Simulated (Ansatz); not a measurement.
# vacancy in Ru(0001), 2x2: scattering by a point defect, part 3 of 3

How strong a scatterer is vacancy in Ru(0001), 2x2, and does relaxation matter?

Ansatz 0.2.0; Ansatz plane-wave DFT, PBE, PAW files; ballistic transport by layer matching (Landauer), zero bias; PAW set soft_1 (the session's first sound run).

So far, resistivity per at.% scaled from this dense plane, with the factor 3/4 for isotropic scattering (µΩ cm): step 3 (resistance at ideal sites) 5.80.

**5. Transmission after relaxation, relaxed yes**

The transmission is solved again on the relaxed atoms.

This step: Ansatz plane-wave DFT, PBE, PAW files; ballistic transport by layer matching (Landauer), zero bias; PAW set soft_1 (Ansatz 0.2.0).

Input file input.yaml:

```yaml
crystal:
  lattice:
    - [5.4116, 0.0, 0.0]
    - [-2.7058, 4.6865830751, 0.0]
    - [0.0, 0.0, 34.2552]
  atoms:
    - { symbol: Ru, position: [0.1666666667, 0.3333333333, 0.03125] }
    - { symbol: Ru, position: [0.1666666667, 0.8333333333, 0.03125] }
    - { symbol: Ru, position: [0.6666666667, 0.3333333333, 0.03125] }
    - { symbol: Ru, position: [0.6666666667, 0.8333333333, 0.03125] }
    - { symbol: Ru, position: [0.3333333333, 0.1666666667, 0.09375] }
    - { symbol: Ru, position: [0.3333333333, 0.6666666667, 0.09375] }
    - { symbol: Ru, position: [0.8333333333, 0.1666666667, 0.09375] }
    - { symbol: Ru, position: [0.8333333333, 0.6666666667, 0.09375] }
    - { symbol: Ru, position: [0.1666666667, 0.3333333333, 0.15625] }
    - { symbol: Ru, position: [0.1666666667, 0.8333333333, 0.15625] }
    - { symbol: Ru, position: [0.6666666667, 0.3333333333, 0.15625] }
    - { symbol: Ru, position: [0.6666666667, 0.8333333333, 0.15625] }
    - { symbol: Ru, position: [0.3333333333, 0.1666666667, 0.21875] }
    - { symbol: Ru, position: [0.3333333333, 0.6666666667, 0.21875] }
    - { symbol: Ru, position: [0.8333333333, 0.1666666667, 0.21875] }
    - { symbol: Ru, position: [0.8333333333, 0.6666666667, 0.21875] }
    - { symbol: Ru, position: [0.1666666667, 0.3333333333, 0.28125] }
    - { symbol: Ru, position: [0.1666666667, 0.8333333333, 0.28125] }
    - { symbol: Ru, position: [0.6666666667, 0.3333333333, 0.28125] }
    - { symbol: Ru, position: [0.6666666667, 0.8333333333, 0.28125] }
    - { symbol: Ru, position: [0.3331019014, 0.1668980986, 0.344039143] }
    - { symbol: Ru, position: [0.3331019014, 0.6662038027, 0.344039143] }
    - { symbol: Ru, position: [0.8337961973, 0.1668980986, 0.344039143] }
    - { symbol: Ru, position: [0.8333333333, 0.6666666667, 0.3449469505] }
    - { symbol: Ru, position: [0.1666666667, 0.3333333333, 0.4068810107] }
    - { symbol: Ru, position: [0.1680632865, 0.8340316432, 0.4072658596] }
    - { symbol: Ru, position: [0.6659683568, 0.3319367135, 0.4072658596] }
    - { symbol: Ru, position: [0.6659683568, 0.8340316432, 0.4072658596] }
    - { symbol: Ru, position: [0.3288382171, 0.1711617829, 0.4698260043] }
    - { symbol: Ru, position: [0.3288382171, 0.6576764341, 0.4698260043] }
    - { symbol: Ru, position: [0.8423235659, 0.1711617829, 0.4698260043] }
    - { symbol: Ru, position: [0.8333333333, 0.6666666667, 0.4700691989] }
    - { symbol: Ru, position: [0.1681167939, 0.8340583969, 0.5314730853] }
    - { symbol: Ru, position: [0.6659416031, 0.3318832061, 0.5314730853] }
    - { symbol: Ru, position: [0.6659416031, 0.8340583969, 0.5314730853] }
    - { symbol: Ru, position: [0.3288538898, 0.1711461102, 0.5931068465] }
    - { symbol: Ru, position: [0.3288538898, 0.6577077797, 0.5931068465] }
    - { symbol: Ru, position: [0.8422922203, 0.1711461102, 0.5931068465] }
    - { symbol: Ru, position: [0.8333333333, 0.6666666667, 0.5928762447] }
    - { symbol: Ru, position: [0.1666666667, 0.3333333333, 0.656003939] }
    - { symbol: Ru, position: [0.167410888, 0.833705444, 0.6556607686] }
    - { symbol: Ru, position: [0.666294556, 0.332589112, 0.6556607686] }
    - { symbol: Ru, position: [0.666294556, 0.833705444, 0.6556607686] }
    - { symbol: Ru, position: [0.3333333333, 0.1666666667, 0.71875] }
    - { symbol: Ru, position: [0.3333333333, 0.6666666667, 0.71875] }
    - { symbol: Ru, position: [0.8333333333, 0.1666666667, 0.71875] }
    - { symbol: Ru, position: [0.8333333333, 0.6666666667, 0.71875] }
    - { symbol: Ru, position: [0.1666666667, 0.3333333333, 0.78125] }
    - { symbol: Ru, position: [0.1666666667, 0.8333333333, 0.78125] }
    - { symbol: Ru, position: [0.6666666667, 0.3333333333, 0.78125] }
    - { symbol: Ru, position: [0.6666666667, 0.8333333333, 0.78125] }
    - { symbol: Ru, position: [0.3333333333, 0.1666666667, 0.84375] }
    - { symbol: Ru, position: [0.3333333333, 0.6666666667, 0.84375] }
    - { symbol: Ru, position: [0.8333333333, 0.1666666667, 0.84375] }
    - { symbol: Ru, position: [0.8333333333, 0.6666666667, 0.84375] }
    - { symbol: Ru, position: [0.1666666667, 0.3333333333, 0.90625] }
    - { symbol: Ru, position: [0.1666666667, 0.8333333333, 0.90625] }
    - { symbol: Ru, position: [0.6666666667, 0.3333333333, 0.90625] }
    - { symbol: Ru, position: [0.6666666667, 0.8333333333, 0.90625] }
    - { symbol: Ru, position: [0.3333333333, 0.1666666667, 0.96875] }
    - { symbol: Ru, position: [0.3333333333, 0.6666666667, 0.96875] }
    - { symbol: Ru, position: [0.8333333333, 0.1666666667, 0.96875] }
    - { symbol: Ru, position: [0.8333333333, 0.6666666667, 0.96875] }
kpoints:
  mp_grid: { grid: [5, 5, 1] }
hamiltonian:
  xc: pbe
  pseudopotentials: { kind: paw, azcp: { folder: soft_1 } }
scf:
  occupations: { method: fermi_dirac, width: 0.1 }
output:
  transmission:
    leads: [[0, 8]]
    kmesh: [10, 10]
    e_range: [-0.05, 0.05]
    de: 0.05
  write_potential: true
  write_density: true
  volumetric_format: npy
```

Run with:

```sh
$ ansatz run input.yaml --threads 4 --pin off --max-ram 15360MiB --backend cpu --events-out ev --progress --plain --runs-dir out
```

Numbers of over 12 decimals in the logs are rounded to 6 here.

What it wrote:

```text
[...]
Crystal: 63 atoms, lattice volume = 868.777 Å³
Basis set: ecut = 420 eV, 16909 PW (Γ)
Bands: 605, of which v1, the nominal top of the filled ones, is band 504 counted from 1 (503 counted from 0)
Symmetry: 6 space group operations
[...]
k-points: 5 of 25 (time reversal used)
[...]
SCF iter   1: F=—  HF=-370396.464900 eV  |F-HF|=—  |Δ(HF+E_count)|=         —  Δρ=1.20e-1  dr2=1.24e2  ethr=3.10e-3  ⟨swp⟩=5.0  Hψ=10037  notcnv=0  defer=2
[...]
SCF iter  10: F=-370357.789923 eV  HF=-370357.789923 eV  |F-HF|=4.77e-8  |Δ(HF+E_count)|=   8.43e-8  Δρ=1.65e-6  dr2=7.18e-8  ethr=9.92e-12  ⟨swp⟩=9.0  Hψ=7680  notcnv=0
SCF 1 converged in 10 iterations: F = -370357.789923 eV  dr2 = 7.18e-8
[...]
transmission: 89 of 882 steps passed
transmission: 179 of 882 steps passed
[...]
transmission: 882 of 882 steps passed
SCF converged after 10 iterations
Free energy (F): -370357.789923 eV
[...]
Internal energy: -370355.681645 eV  (E = F + TS)
E sigma→0 (E₀):  -370356.735784 eV
Entropy (-TS):   -2.108279 eV (-33.465 meV/atom)
Fermi energy:    22.907298 eV
[...]
--- Band table (eV; the first three rows and the last of 5) ---
  k-point 0: bands = [... 500 lower, 23.6930, 23.7081, 23.7096, 23.7096, 23.7464, 23.7464, 23.7910, 23.8102, ... 97 higher]
  k-point 1: bands = [... 500 lower, 23.1721, 23.2213, 23.2598, 23.3406, 23.4344, 23.4424, 23.4564, 23.4799, ... 97 higher]
  k-point 2: bands = [... 500 lower, 22.6440, 22.6557, 22.6711, 22.7153, 22.7642, 22.8083, 22.8365, 22.9186, ... 97 higher]
  k-point 4: bands = [... 500 lower, 22.5055, 22.5341, 22.5766, 22.6257, 22.7097, 22.7966, 22.8168, 22.8338, ... 97 higher]
--- Transmission ---
  basis      : 223 plane waves across, 63 finite elements along
  points     : 14, standing for a mesh of 10 x 10
[...]
channels       : 5.280000e0 a spin
[...]
junction   : crystal 0 to crystal 0, 1.44 to 31.42 Å
    transmission   : 3.206449e0 a spin
[...]
```

It took 5.5 min on 4 threads of Arm Neoverse V1, shared host; peak memory 8 GiB; 21 min of CPU time.

Numbers from this step:

```
free energy                                    : -370357.7899 eV
energy at zero smearing                        : -370356.7358 eV
transmission per spin nearest the Fermi level  : 3.206
open channels per spin nearest the Fermi level : 5.28
step of the lead's potential                   : 2.8 meV
```

Per spin. Table of transmission, zone mean by energy, zero at the Fermi level:

```tsv
energy (eV)	transmission, zone mean
-0.0500	3.16
0.0000	3.21
0.0500	3.44
```

Transmission over k1 and k2. At 0.0000 eV from the Fermi level.

Ten even steps from '0' (0.42) to '9' (8.84):
```
1333331202
2323323200
2334643322
1336996331
3324999423
1133699633
2223346433
2002323323
1202133333
3122131221
```
Columns: k1 (b1) from -0.5 to 0.4; rows upwards: k2 (b2) from -0.5 to 0.4.

Over the solved energies the transmission per spin lies between 3.16 and 3.44, out of 5.5 channels of the lead on average (up to 6.06).

**6. Resistance after relaxation**

This step: Ansatz plane-wave DFT, PBE, PAW files; ballistic transport by layer matching (Landauer), zero bias; area resistance of the defect plane and resistivity an atomic per cent; PAW set soft_1 (Ansatz 0.2.0).

Numbers from this step:

- area resistance: 0.4064 fΩ m²
- T over the leads' mean channel count: 0.5942
- resistivity per at.% scaled from this dense plane, with the factor 3/4 for isotropic scattering: 5.695 µΩ cm

Averaged over the energies near the Fermi level, 59.4 % of the channels pass, which makes 0.406 fΩ m², against 0.414 on ideal sites.

**7. Summary of results**

| Item | Value |
| --- | --- |
| share of channels that pass, rigid | 0.574 |
| area resistance, rigid | 0.414 fΩ m² |
| resistivity per at.% from the area resistance, times 3/4, rigid | 5.80 µΩ cm |
| share of channels that pass, relaxed | 0.594 |
| area resistance, relaxed | 0.406 fΩ m² |
| resistivity per at.% from the area resistance, times 3/4, relaxed | 5.69 µΩ cm |

The plane of defects adds 0.41 fΩ m². Scaled to one atomic per cent that is 7.6 µΩ cm as it stands and 5.7 with the factor 3/4 for isotropic scattering on a spherical Fermi surface; with the reflection in place of the resistance taken as linear in the density it would be 3.4. These are rough estimates of the dilute value, not bounds. One vacancy in each 2x2 cell reflects 41 % of the lead's channels. The relaxed cell differs by -1.8 % in resistance; between the two runs the lead's own channel count goes from 5.86 to 5.5, so sampling may have a part in it. The defects form a dense periodic sheet that scatters coherently, unlike a dilute random alloy. T and N are means over the solved energies nearest the Fermi level.

[Logs are printed without paths, hosts, clocks, repeated set-up lines and the standing remarks that a program may print on its own settings, such as how far it seeks lower states.]

[Hosts, paths, dates, database ids (printed as entryN), source tags and the programs' standing remarks are cut or masked in the printed files.]
